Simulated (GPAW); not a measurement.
# Tellurium (P3_121, 3 atoms a cell): G0W0 on several meshes in GPAW

How does the mesh move the gap of Tellurium (P3_121, 3 atoms a cell)?

Calculated with GPAW 26.7.0; PBE and many-body steps on it, plane waves.

The database entry behind the starting cell differs from later determinations by our own check (inner coordinate of an old entry), so it need not match the best structure at ambient conditions.

**1. The starting structure**

It takes space group P3_121 (No. 152, trigonal). The conventional cell has a = 4.454 Å, b = 4.454 Å, c = 5.924 Å, α = 90.00°, β = 90.00°, γ = 120.00°. Te has 2 Te at 2.86 Å nearest.

Structure file:

```xyz
3
Lattice="4.4540 0.0000 0.0000 -2.2270 3.8573 0.0000 0.0000 0.0000 5.9240" Properties=species:S:1:pos:R:3 pbc="T T T"
Te    1.1981    0.0000    1.9747
Te   -0.5991    1.0376    3.9493
Te    1.6279    2.8197    0.0000
```

The cell and positions come from the Crystallography Open Database and are kept as given unless a step says otherwise. Spin-orbit coupling is left out unless a step names it.

**2. Empty states on the mesh, 3×3×4 mesh, 352 bands**

This step: GPAW 26.7.0; DFT, PBE, plane waves, PAW.

The sums over transitions need many empty states on a uniform mesh; this step solves for them.

File run.py:

```python
import json
import numpy as np
from gpaw.mpi import world
from gpaw import GPAW

calc = GPAW('gs.gpw').fixed_density(kpts={'size': (3, 3, 4), 'gamma': True},
    parallel={'domain': 1, 'band': 1},
    txt='nscf.txt')
calc.diagonalize_full_hamiltonian(nbands=352)
calc.write('full.gpw', mode='all')
res = {}
kpts = calc.get_ibz_k_points()
res['kpts'] = kpts
res['eigenvalues'] = [calc.get_eigenvalues(kpt=k) for k in range(len(kpts))]
res['n_electrons'] = calc.get_number_of_electrons()

if world.rank == 0:
    with open('result.json', 'w') as f:
        json.dump(res, f, default=lambda x: x.tolist())
```

Command:

```sh
> mpirun -n 4 gpaw python run.py
```

Numbers of over 12 decimals in the logs are rounded to 6 here.

Log:

```text
Diagonalizing LCAO Hamiltonian
Converting LCAO to pw mode
convergence criteria:
- Maximum integral of absolute [eigenst]ate change: 4e-08 eV^2 / valence electron
maximum number of iterations: 100

SCF iterations
|iter     |     time |      energy | eigst |  dens |
|iter:   1|  |             | +1.49 |       |
|iter:   2|  |             | +0.07 |       |
|iter:   3|  |             | -0.98 |       |
|iter:   4|  |             | -2.23 |       |
|iter:   5|  |             | -3.59 |       |
|iter:   6|  |             | -5.10 |       |
|iter:   7|  |             | -6.31 |       |
|iter:   8|  |             | -7.42c|       |
SCF steps: 8
  __  _  _
 | _ |_)|_||  |
 |__||  | ||/\| - 26.7.0

Input parameters:
  mode=PW(ecut=450.000000),
  convergence={'density': 1e-06, 'bands': -3},
  gpts=array([24, 24, 30]),
  kpts=MonkhorstPack(size=(3, 3, 4), gamma=True),
  maxiter=100,
  nbands=16,
  occupations=Occupations(name='fermi-dirac', width=0.001, fixmagmom=False),
  parallel={'domain': 1, 'band': 1},
  xc=XC(name='PBE')
Matrix size: 2216x2216
# Writing to full.gpw (mode='all')
  [... matrices ...]

timing:  # [seconds]
  Total: 22.177  # ━━━━━━━━━━━━━━━━━━━━━━━━━━━━━━━━━━━━━━━━━━━━━━━━━━━━━━━━━━
```

Wall time 26 s (4 MPI ranks of Intel Xeon Platinum 8559C (Emerald Rapids), shared host); peak memory 2.3 GiB; 1.7 min of CPU time.

This step gave:

- gap: 0.1680 eV
- k of the valence top: 0.3333, 0.3333, 0.5
- k of the conduction bottom: 0.3333, 0.3333, 0.5
- least direct gap: 0.1680 eV
- k points computed: 14
- lowest point of the top converged band, above the valence top: 117.8947 eV

On this mesh the gap is 0.168 eV.

**3. 3×3×4**

Now the one-shot GW correction: screening in the RPA, then the self-energy of the levels asked for.

This step: G0W0 on PBE, plane waves, PAW.

File run.py:

```python
import json
import numpy as np
from gpaw.mpi import world
from gpaw.response.g0w0 import G0W0

gw = G0W0('full.gpw',
    filename='gw',
    kpts=[0, 13],
    bands=(7, 11),
    ecut=78,
    nbands=159,
    integrate_gamma='WS',
    ppa=True)
gw.calculate()
res = {mode: {k: v for k, v in r.items() if k != 'sigma_eskwn'}
       for mode, r in gw.all_results.items()}

if world.rank == 0:
    with open('result.json', 'w') as f:
        json.dump(res, f, default=lambda x: x.tolist())
```

Command:

```sh
> mpirun -n 4 gpaw python run.py
```

Log:

```text
Using integrator: PointIntegrator
FrequencyGridDescriptor(from 0.000+0.000j to 0.000+27.211j eV, 2 points)
Nonperiodic BCs:  [False False False]
Using integrator: PointIntegrator
FrequencyGridDescriptor(from 0.000+0.000j to 0.000+27.211j eV, 2 points)
Nonperiodic BCs:  [False False False]
  ___  _ _ _
 |   || | | |
 | | || | | |
 |__ ||_____|
 |___|

BZ k-points: Symmetries present (total): 2

  [... matrices ...]
36 k-points: 3 x 3 x 4 Monkhorst-Pack grid + [0.000000,0.000000,1/8]
14 k-points in the irreducible part of the Brillouin zone
       k-points in crystal coordinates                weights
   0:     0.00000000    0.00000000    0.00000000          1/36
   1:     0.00000000    0.00000000    0.25000000          2/36
   2:     0.00000000    0.00000000    0.50000000          1/36
   3:     0.33333333   -0.33333333   -0.25000000          2/36
   4:     0.33333333   -0.33333333    0.00000000          2/36
   5:     0.33333333   -0.33333333    0.25000000          2/36
   6:     0.33333333   -0.33333333    0.50000000          2/36
   7:     0.33333333    0.00000000   -0.25000000          4/36
   8:     0.33333333    0.00000000    0.00000000          4/36
   9:     0.33333333    0.00000000    0.25000000          4/36
          ...
  13:     0.33333333    0.33333333    0.50000000          2/36

Distributing spins, k-points and bands (1 x 2 x 4) over 4 processes
Number of blocks: 1

Quasi particle states:
k-points (IBZ indices): [0, 13]
Band range: (7, 11)
  [... matrices ...]
Computational parameters:
Plane wave cut-off: 78 eV
Number of bands: 159
Coulomb cutoff: None
Broadening: 0.1 eV

fxc modes: GW
Kernel: RPA
Using Godby-Needs plasmon-pole approximation:
  Fitting energy: i*E0, E0 = 1.000 Hartree
Summing all q:

Calculating screened Coulomb potential
No Coulomb truncation
FrequencyGridDescriptor(from 0.000+0.000j to 0.000+27.211j eV, 2 points)
Removing empty qpoint cache files...

Calculating chi0 body with:
    Ground state adapter containing:
    Number of spins: 1
    Number of kpoints: 36
    Number of irreducible kpoints: 14
    Number of completely occupied states: 9
    Number of partially occupied states: 9
    Occupied states memory: 2.373046875 M / cpu

    Linear response parametrization:
    q_c: [0.0, 0.0, 0.0]
    Number of frequency points: 2
    Planewave cutoff: 78.0
    Number of bands: 159
    Number of planewaves: 159
    Broadening (eta): 1e-06
    comm.size: 4
    kncomm.size: 4
    blockcomm.size: 1

    Memory estimate of potentially large arrays:
        chi0_wGG: 0.771515 M / cpu
Integrating chi0 body.

Symmetries of q_c:
    Direct symmetries (Uq -> q): 2
    Indirect symmetries (TUq -> q): 2
In total 4 allowed symmetries.

  [... matrices ...]
14 groups of equivalent kpoints. 61.111111% reduction.

Integral kind: response function
Integrating chi0 head and wings.

Symmetries of q_c:
    Direct symmetries (Uq -> q): 2
    Indirect symmetries (TUq -> q): 2
In total 4 allowed symmetries.

  [... matrices ...]
14 groups of equivalent kpoints. 61.111111% reduction.

Integral kind: response function wings

Calculating chi0 body with:
    Ground state adapter containing:
    Number of spins: 1
    Number of kpoints: 36
    Number of irreducible kpoints: 14
    Number of completely occupied states: 9
    Number of partially occupied states: 9
    Occupied states memory: 2.373046875 M / cpu

[... the further q-points ...]

Results:
f:      Occupation numbers
eps:     KS-eigenvalues [eV]
vxc:     KS vxc [eV]
exx:     Exact exchange [eV]
sigma:   Self-energies [eV]
dsigma:  Self-energy derivatives
Z:       Renormalization factors
qp:      QP-energies [eV]

k-point 0 (0): (0.000, 0.000, 0.000)                GW
band       f     eps     vxc     exx   sigma  dsigma       Z      qp
                                                                   GW
   7   1.000   4.051 -13.145 -15.093   1.716  -0.313   0.761   3.875
   8   1.000   4.879 -13.491 -15.301   1.601  -0.310   0.764   4.719
   9   0.000   6.732 -14.235 -10.794  -3.140  -0.303   0.768   6.963
  10   0.000   6.732 -14.235 -10.794  -3.140  -0.303   0.768   6.963

k-point 1 (13): (0.333, 0.333, 0.500)                GW
band       f     eps     vxc     exx   sigma  dsigma       Z      qp
                                                                   GW
   7   1.000   5.729 -14.500 -15.214   0.689  -0.294   0.773   5.710
   8   1.000   5.729 -14.500 -15.214   0.689  -0.294   0.773   5.710
   9   0.000   5.897 -13.883 -10.785  -2.825  -0.289   0.776   6.109
  10   0.000   7.057 -13.855 -10.519  -3.086  -0.294   0.773   7.249
```

Run time: 46 s. Hardware: 4 MPI ranks; peak memory 1.1 GiB; 3 min of CPU time.

This step gave:

```
G0W0 gap on the points computed              : 0.3988 eV
least direct G0W0 gap on the computed points : 0.3988 eV
Z at the valence top                         : 0.7730
Z at the conduction bottom                   : 0.7757
starting gap on the mesh                     : 0.1680 eV
k of the valence top                         : 0.3333, 0.3333, 0.5
k of the conduction bottom                   : 0.3333, 0.3333, 0.5
```

The gap on the mesh goes from 0.17 eV to 0.40 eV, a correction of +0.23 eV.

**4. Empty states on the mesh, 3×3×2 mesh, 169 bands**

This step: DFT, PBE, plane waves, PAW.

File run.py:

```python
import json
import numpy as np
from gpaw.mpi import world
from gpaw import GPAW

calc = GPAW('gs.gpw').fixed_density(kpts={'size': (3, 3, 2), 'gamma': True},
    parallel={'domain': 1, 'band': 1},
    txt='nscf.txt')
calc.diagonalize_full_hamiltonian(nbands=169)
calc.write('full.gpw', mode='all')
res = {}
kpts = calc.get_ibz_k_points()
res['kpts'] = kpts
res['eigenvalues'] = [calc.get_eigenvalues(kpt=k) for k in range(len(kpts))]
res['n_electrons'] = calc.get_number_of_electrons()

if world.rank == 0:
    with open('result.json', 'w') as f:
        json.dump(res, f, default=lambda x: x.tolist())
```

Command:

```sh
> mpirun -n 4 gpaw python run.py
```

Log:

```text
Diagonalizing LCAO Hamiltonian
Converting LCAO to pw mode
convergence criteria:
- Maximum integral of absolute [eigenst]ate change: 4e-08 eV^2 / valence electron
maximum number of iterations: 100

SCF iterations
|iter     |     time |      energy | eigst |  dens |
|iter:   1|  |             | +1.49 |       |
|iter:   2|  |             | +0.09 |       |
|iter:   3|  |             | -0.96 |       |
|iter:   4|  |             | -2.70 |       |
|iter:   5|  |             | -4.27 |       |
|iter:   6|  |             | -5.77 |       |
|iter:   7|  |             | -6.91 |       |
|iter:   8|  |             | -7.55c|       |
SCF steps: 8
  __  _  _
 | _ |_)|_||  |
 |__||  | ||/\| - 26.7.0

Input parameters:
  mode=PW(ecut=450.000000),
  convergence={'density': 1e-06, 'bands': -3},
  gpts=array([24, 24, 30]),
  kpts=MonkhorstPack(size=(3, 3, 2), gamma=True),
  maxiter=100,
  nbands=16,
  occupations=Occupations(name='fermi-dirac', width=0.001, fixmagmom=False),
  parallel={'domain': 1, 'band': 1},
  xc=XC(name='PBE')
Matrix size: 2216x2216
# Writing to full.gpw (mode='all')
  [... matrices ...]

timing:  # [seconds]
  Total: 10.394  # ━━━━━━━━━━━━━━━━━━━━━━━━━━━━━━━━━━━━━━━━━━━━━━━━━━━━━━━━━━
```

It took 14 s on 4 MPI ranks; peak memory 2.2 GiB.

This step gave:

```yaml
gap: 0.1680 eV
k_of_the_valence_top: 0.3333, 0.3333, 0.5
k_of_the_conduction_bottom: 0.3333, 0.3333, 0.5
least_direct_gap: 0.1680 eV
k_points_computed: 8
lowest_point_of_the_top_converged_band_above_the_valence_top: 67.8280 eV
```

On this mesh the gap is 0.168 eV.

**5. 3×3×2**

This step: G0W0 on PBE, plane waves, PAW.

File run.py:

```python
import json
import numpy as np
from gpaw.mpi import world
from gpaw.response.g0w0 import G0W0

gw = G0W0('full.gpw',
    filename='gw',
    kpts=[0, 7],
    bands=(7, 11),
    ecut=78,
    nbands=159,
    integrate_gamma='WS',
    ppa=True)
gw.calculate()
res = {mode: {k: v for k, v in r.items() if k != 'sigma_eskwn'}
       for mode, r in gw.all_results.items()}

if world.rank == 0:
    with open('result.json', 'w') as f:
        json.dump(res, f, default=lambda x: x.tolist())
```

Command:

```sh
> mpirun -n 4 gpaw python run.py
```

Log:

```text
Using integrator: PointIntegrator
FrequencyGridDescriptor(from 0.000+0.000j to 0.000+27.211j eV, 2 points)
Nonperiodic BCs:  [False False False]
Using integrator: PointIntegrator
FrequencyGridDescriptor(from 0.000+0.000j to 0.000+27.211j eV, 2 points)
Nonperiodic BCs:  [False False False]
  ___  _ _ _
 |   || | | |
 | | || | | |
 |__ ||_____|
 |___|

BZ k-points: Symmetries present (total): 2

  [... matrices ...]
18 k-points: 3 x 3 x 2 Monkhorst-Pack grid + [0.000000,0.000000,1/4]
8 k-points in the irreducible part of the Brillouin zone
       k-points in crystal coordinates                weights
   0:     0.00000000    0.00000000    0.00000000          1/18
   1:     0.00000000    0.00000000    0.50000000          1/18
   2:     0.33333333   -0.33333333    0.00000000          2/18
[...]
6:     0.33333333    0.33333333    0.00000000          2/18
   7:     0.33333333    0.33333333    0.50000000          2/18

Distributing spins, k-points and bands (1 x 2 x 4) over 4 processes
Number of blocks: 1

Quasi particle states:
k-points (IBZ indices): [0, 7]
Band range: (7, 11)
  [... matrices ...]
Computational parameters:
Plane wave cut-off: 78 eV
Number of bands: 159
Coulomb cutoff: None
Broadening: 0.1 eV

fxc modes: GW
Kernel: RPA
Using Godby-Needs plasmon-pole approximation:
  Fitting energy: i*E0, E0 = 1.000 Hartree
Summing all q:

Calculating screened Coulomb potential
No Coulomb truncation
FrequencyGridDescriptor(from 0.000+0.000j to 0.000+27.211j eV, 2 points)
Removing empty qpoint cache files...

Calculating chi0 body with:
    Ground state adapter containing:
    Number of spins: 1
    Number of kpoints: 18
    Number of irreducible kpoints: 8
    Number of completely occupied states: 9
    Number of partially occupied states: 9
[...]
q_c: [0.0, 0.0, 0.0]
    Number of frequency points: 2
    Planewave cutoff: 78.0
    Number of bands: 159
    Number of planewaves: 159
    Broadening (eta): 1e-06
    comm.size: 4
    kncomm.size: 4
    blockcomm.size: 1

    Memory estimate of potentially large arrays:
        chi0_wGG: 0.771515 M / cpu
Integrating chi0 body.

Symmetries of q_c:
    Direct symmetries (Uq -> q): 2
    Indirect symmetries (TUq -> q): 2
In total 4 allowed symmetries.

  [... matrices ...]
8 groups of equivalent kpoints. 55.555556% reduction.

Integral kind: response function
Integrating chi0 head and wings.

Symmetries of q_c:
    Direct symmetries (Uq -> q): 2
    Indirect symmetries (TUq -> q): 2
In total 4 allowed symmetries.

  [... matrices ...]
8 groups of equivalent kpoints. 55.555556% reduction.

Integral kind: response function wings

Calculating chi0 body with:
    Ground state adapter containing:
    Number of spins: 1
    Number of kpoints: 18
    Number of irreducible kpoints: 8
    Number of completely occupied states: 9
    Number of partially occupied states: 9
    Occupied states memory: 2.373046875 M / cpu

[... the further q-points ...]

Results:
f:      Occupation numbers
eps:     KS-eigenvalues [eV]
vxc:     KS vxc [eV]
exx:     Exact exchange [eV]
sigma:   Self-energies [eV]
dsigma:  Self-energy derivatives
Z:       Renormalization factors
qp:      QP-energies [eV]

k-point 0 (0): (0.000, 0.000, 0.000)                GW
band       f     eps     vxc     exx   sigma  dsigma       Z      qp
                                                                   GW
   7   1.000   4.051 -13.145 -15.184   1.785  -0.304   0.767   3.857
   8   1.000   4.879 -13.491 -15.337   1.618  -0.300   0.769   4.704
   9   0.000   6.732 -14.235 -10.724  -3.196  -0.293   0.773   6.975
[...]
k-point 1 (7): (0.333, 0.333, 0.500)                GW
band       f     eps     vxc     exx   sigma  dsigma       Z      qp
                                                                   GW
[...]
9   0.000   5.897 -13.883 -10.560  -3.035  -0.283   0.779   6.122
  10   0.000   7.057 -13.855 -10.291  -3.297  -0.286   0.777   7.265
```

It took 18 s on 4 MPI ranks; peak memory 1 GiB; 72 s of CPU time.

This step gave:

```
G0W0 gap on the points computed              : 0.4330 eV
least direct G0W0 gap on the computed points : 0.4330 eV
Z at the valence top                         : 0.7774
Z at the conduction bottom                   : 0.7795
starting gap on the mesh                     : 0.1680 eV
k of the valence top                         : 0.3333, 0.3333, 0.5
k of the conduction bottom                   : 0.3333, 0.3333, 0.5
```

Against G0W0 in GPAW (3×3×4 mesh, 159 bands, screening to 78 eV, Godby-Needs plasmon pole), the gap moves by +0.034 eV.

**6. The runs together**

Times are wall times on 4 MPI ranks of Intel Xeon Platinum 8559C (Emerald Rapids), shared host, good to a factor of about two.

```csv
run,mesh,bands,screening cutoff (eV),DFT gap (eV),gap on the mesh (eV),direct (eV),time
3×3×4,3×3×4,159,78,0.168,0.399,0.399,46 s
3×3×2,3×3×2,159,78,0.168,0.433,0.433,18 s
```

**7. Outcome**

```
3×3×4        : 0.399 eV
3×3×2        : 0.433 eV
known limits : not at the basis limit; model gap, bands may invert with spin-orbit coupling; no spin-orbit coupling; coarse k mesh
```

In words: 3×3×2: +0.034 eV against 3×3×4. Bands and cutoff are finite, so the gap is not at the basis limit. The miss can reach some tenths of an eV and take either sign; the mesh is an error of its own. These stock PAW sets were not made for GW; the filled d or f shell of Te lies in the frozen core, which bears on start and correction. In the G0W0 runs levels were corrected at 2 k points alone, so a gap called «on the mesh» is the least over those, and an edge elsewhere would be missed. The 3×3×4 mesh is coarse for this cell, which bears on the long-range parts of exchange and screening. With atoms this heavy and so narrow a gap, spin-orbit coupling can invert the bands. These scalar-relativistic gaps are then model values, not to be set against experiment, and a spin-orbit change taken from DFT can't simply be added.

[Paths, hosts, dates, memory and timing lines, banners, echoed tables and standing remarks are left out of the program output.]

[Logs are printed without paths, hosts, clocks, repeated set-up lines and the standing remarks that a program may print on its own settings, such as how far it seeks lower states.]

[Runs of the session that timed out or met a known fault of the program may be left out.]

[Hosts, paths, dates, database ids (printed as entryN), source tags and the programs' standing remarks are cut or masked in the printed files.]
